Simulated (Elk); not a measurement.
**Double counting and the size of U in TiBr2**

Wanted: spin and orbital moments of TiBr2 under several sizes and forms of the Hubbard term.

Method: LDA (Perdew-Wang); all-electron APW+lo, Dirac cores, scalar-relativistic bands with second-variational spin-orbit coupling, in Elk 11.2.3 (patched build).

Most raw output is cut from this account.

The database entry behind the starting cell has ideal inner coordinates that were not refined, so it need not match the best structure at ambient conditions.

## Step 1: The structure

It takes space group P-3m1 (No. 164, trigonal). The conventional cell has a = 3.629 Å, b = 3.629 Å, c = 6.492 Å, α = 90.00°, β = 90.00°, γ = 120.00°. Ti has 6 Br at 2.65 Å nearest. Nearest to Br lie 3 Ti at 2.65 Å. Farther neighbours and most contacts between anions are not listed.

## Step 2: No U

The run without a Hubbard term is the reference.

Moments are seeded by fields in the spheres (the last three columns under atoms), set against the wanted direction and reduced each loop.

Contents of elk.in:

```
tasks
  0
  15

xctype
  3

rgkmax
  7.0

nempty
  12

swidth
  0.003

reducebf
  0.6

epsengy
  1e-05

maxscl
  100

lmaxi
  3

spinorb
  .true.

cmagz
  .true.

spinpol
  .true.

sppath
  './'

avec
  6.85781610627 0.00000000000 0.00000000000
  -3.42890805313 5.93904296245 0.00000000000
  0.00000000000 0.00000000000 12.26810200107

atoms
  2
  'Ti.in'
  1
  0.0000000000 0.0000000000 0.0000000000   0.000000 0.000000 -0.075000
  'Br.in'
  2
  0.3333333333 0.6666666667 0.2500000000   0.000000 0.000000 0.000000
  0.6666666667 0.3333333333 0.7500000000   0.000000 0.000000 0.000000

ngridk
  6 6 6
```

Started as:

```sh
OMP_NUM_THREADS=4 elk
```

Run time: 3.7 min. Hardware: 4 threads of Arm Neoverse V2, shared host; peak memory 0.25 GiB.

The moments died away, and this build then starts once more from a stronger push, within the same count of loops. That gave no lower state.

The spin moment in the muffin-tin sphere vanishes on all atoms.

This step gave:

```yaml
final_state: non-magnetic
```

After 61 cycles the seed has died away: no moment is left.

The orbital moment <L> in the sphere vanishes on all atoms.

## Step 3: U = 3.00 eV, J = 0.90 eV on Ti d (fully localised)

Fully localised double counting pushes orbitals towards full or empty, which suits localised shells.

elk.in: that of step 2 with these lines changed.

```diff
@@ -37,2 +37,5 @@
 
+tmwrite
+  .true.
+
 sppath
@@ -57 +60,5 @@
   6 6 6
+
+dft+u
+  1 1
+  1 2 0.110248 0.033074
```

Started as:

```sh
OMP_NUM_THREADS=4 elk
```

Elapsed: 1.7 min, on 4 threads; peak memory 0.25 GiB.

Spin moment in the muffin-tin sphere by atom:

| atom | spin moment in the muffin-tin sphere (μB) |
| --- | --- |
| Ti1 | 1.58 |
| Br2 | 0.02 |
| Br3 | 0.02 |

Read from the output:

```
density of states at the Fermi level : 0.5496 states/eV/cell
moment between the spheres           : 0.3658 μB
magnetization                        : 1.989 μB
final state                          : ferromagnetic
```

The largest spin moment is +1.58 μB from that of the first run.

Orbital moment <L> in the sphere by atom:

```csv
atom,x (μB),y (μB),z (μB),size
Ti1,0.0000,0.0000,-0.0226,0.0226
Br2,0.0000,0.0000,-0.0002,0.0002
Br3,0.0000,0.0000,-0.0002,0.0002
```

FDU.OUT:

```text

   1   2 : species, l
  0.1102480000     : F^(0)
  0.2849452308     : F^(2)
  0.1780907692     : F^(4)
  0.1102480000     : U
  0.3307400000E-01 : J
```

In eV, for the first corrected species: U = 3.00, J = 0.90.

Tensor moments of the density matrix of the first corrected atom (TENSMOM.OUT, the program's normalisation), largest first:

| k | p | r | magnitude | energy (Ha) |
| --- | --- | --- | --- | --- |
| 0 | 0 | 0 | 2.043 | 0.0233 |
| 0 | 1 | 1 | 1.561 | -0.00941 |
| 4 | 0 | 4 | 1.410 | -0.00770 |
| 4 | 1 | 4 | 1.091 | -0.00796 |
| 4 | 1 | 5 | 0.9480 | -0.00602 |
| 4 | 1 | 3 | 0.7980 | -0.00426 |
| 2 | 0 | 2 | 0.3965 | 4.4e-4 |
| 2 | 1 | 3 | 0.3300 | -5.8e-4 |
| 2 | 1 | 1 | 0.2803 | -4.2e-4 |
| 1 | 1 | 0 | 0.07775 | -3.5e-5 |

Here k is the rank of the orbital part, p = 1 marks spin, 000 is the shell's charge, 011 its spin, 101 its orbital moment and 110 the spin–orbit term.

## Step 4: U = 3.00 eV, J = 0.90 eV on Ti d (around mean field)

Around-mean-field double counting counts from equal filling of a spin's orbitals, which suits more itinerant shells.

elk.in: that of step 3 with these lines changed.

```diff
@@ -62,3 +62,3 @@
 dft+u
-  1 1
+  2 1
   1 2 0.110248 0.033074
```

Started as:

```sh
OMP_NUM_THREADS=4 elk
```

The job ended after 6.5 min (4 threads; peak memory 0.25 GiB).

This step gave:

| Property | Result |
| --- | --- |
| density of states at the Fermi level | 0.04999 states/eV/cell |
| moment between the spheres | 0.09960 μB |
| magnetization | 0.5388 μB |
| final state | ferromagnetic |
| largest moment | 0.4130 μB |

The largest spin moment is +0.41 μB from that of the first run.

## Step 5: U = 1.50 eV, J = 0.90 eV on Ti d (around mean field)

The same form with other values shows how far the result hangs on them.

elk.in: that of step 4 with these lines changed.

```diff
@@ -63,2 +63,2 @@
   2 1
-  1 2 0.110248 0.033074
+  1 2 0.055124 0.033074
```

Started as:

```sh
OMP_NUM_THREADS=4 elk
```

Run time: 2.3 min. Hardware: 4 threads; peak memory 0.26 GiB; 9.2 min of CPU time.

Numbers from this step:

- density of states at the Fermi level: 2.653 states/eV/cell
- moment between the spheres: 0.3001 μB
- magnetization: 1.545 μB
- final state: ferromagnetic
- largest moment: 1.188 μB

The largest spin moment is +1.19 μB from that of the first run.

## Step 6: A Yukawa screening of 3 1/bohr on Ti d (fully localised)

Only the screening constant of the Yukawa potential is typed; U and J both come out of the radial functions.

elk.in: that of step 5 with these lines changed.

```diff
@@ -62,3 +62,3 @@
 dft+u
-  2 1
-  1 2 0.055124 0.033074
+  1 4
+  1 2 3.000000
```

Started as:

```sh
OMP_NUM_THREADS=4 elk
```

The job ended after 2.3 min (4 threads; peak memory 0.23 GiB).

Read from the output:

* density of states at the Fermi level: 2.744 states/eV/cell
* moment between the spheres: 0.3665 μB
* magnetization: 1.817 μB
* final state: ferromagnetic
* largest moment: 1.404 μB

The largest spin moment is +1.40 μB from that of the first run.

FDU.OUT:

```text

   1   2 : species, l
  0.5810915761E-01 : F^(0)
  0.1577906994     : F^(2)
  0.1528386813     : F^(4)
  0.5810915761E-01 : U
  0.2218781291E-01 : J
   3.000000000     : screening length λ
```

In eV, for the first corrected species: U = 1.58, J = 0.60.

## Step 7: U = 3.00 eV on Ti d (fully localised)

elk.in: that of step 6 with these lines changed.

```diff
@@ -62,3 +62,3 @@
 dft+u
-  1 4
-  1 2 3.000000
+  1 1
+  1 2 0.110248 0.000000
```

Started as:

```sh
OMP_NUM_THREADS=4 elk
```

The job ended after 2.2 min (4 threads; peak memory 0.23 GiB; 8.7 min of CPU time).

This step gave:

```yaml
density_of_states_at_the_fermi_level: 0.1214 states/eV/cell
moment_between_the_spheres: 0.3608 μB
magnetization: 1.998 μB
final_state: ferromagnetic
largest_moment: 1.615 μB
```

The largest spin moment is +1.61 μB from that of the first run.

## Step 8: Another try

An input with a fault is tried, to see how the program answers.

elk.in: that of step 2 with these lines changed.

```diff
@@ -2,3 +2,2 @@
   0
-  15
 
@@ -23,3 +22,3 @@
 maxscl
-  100
+  75
 
@@ -56,2 +55,6 @@
 ngridk
-  6 6 6
+  0 0 0
+
+dft+u
+  1 1
+  1 2 0.110248 0.000000
```

Started as:

```sh
OMP_NUM_THREADS=4 elk
```

Wall time 0.01 s (4 threads); peak memory 0.05 GiB.

The input was rejected at the start.

The program's message: “Error(readinput): invalid ngridk : 0 0 0”

The fault put into the input: a mesh of zeros.

Each count of the mesh must be at least 1.

## Step 9: The forms together

```csv
Hubbard term,state,largest spin moment (μB),its orbital moment (μB),CPU time
none,non-magnetic,0.000,0.000,14 min
"U = 3.00 eV, J = 0.90 eV on Ti d (fully localised)",ferromagnetic,1.579,-0.023,6.8 min
"U = 3.00 eV, J = 0.90 eV on Ti d (around mean field)",ferromagnetic,0.413,-0.400,25 min
"U = 1.50 eV, J = 0.90 eV on Ti d (around mean field)",ferromagnetic,1.188,-0.039,9.2 min
a Yukawa screening of 3 1/bohr on Ti d (fully localised),ferromagnetic,1.404,-0.046,8.8 min
U = 3.00 eV on Ti d (fully localised),ferromagnetic,1.615,-0.014,8.7 min
```

## Step 10: What came out

```
range of the spin moment    : 2.5e-6 to 1.61 μB
range of the orbital moment : -0.40 to -3.9e-7 μB
```

Over the forms that converged the largest spin moment runs from 2.5e-6 to 1.61 μB. At U = 3.00 eV, J = 0.90 eV on Ti d, around-mean-field double counting gives a moment 1.2 μB smaller, since it penalises spin polarisation. The run without U ends without moments. That can be the functional's answer or a seed lost on these settings, so the moments under U are not shown to be made by it. The runs end in unlike states. Total energies under different Hubbard terms can't be compared. Under a U a part-filled d shell can order its orbitals; no such lower state was searched for, and the cell's symmetry can forbid it.

[Logs and program files are shortened in this print: banners, set-up blocks, solver, clock and traceback lines can be left out without a mark of their own.]

[Logs are printed without paths, hosts, clocks, repeated set-up lines and the standing remarks that a program may print on its own settings, such as how far it seeks lower states.]

[Hosts, paths, dates, database ids (printed as entryN), source tags and the programs' standing remarks are cut or masked in the printed files.]

[Where a cell is said to come from a database of computed structures, the database is the Materials Project.]
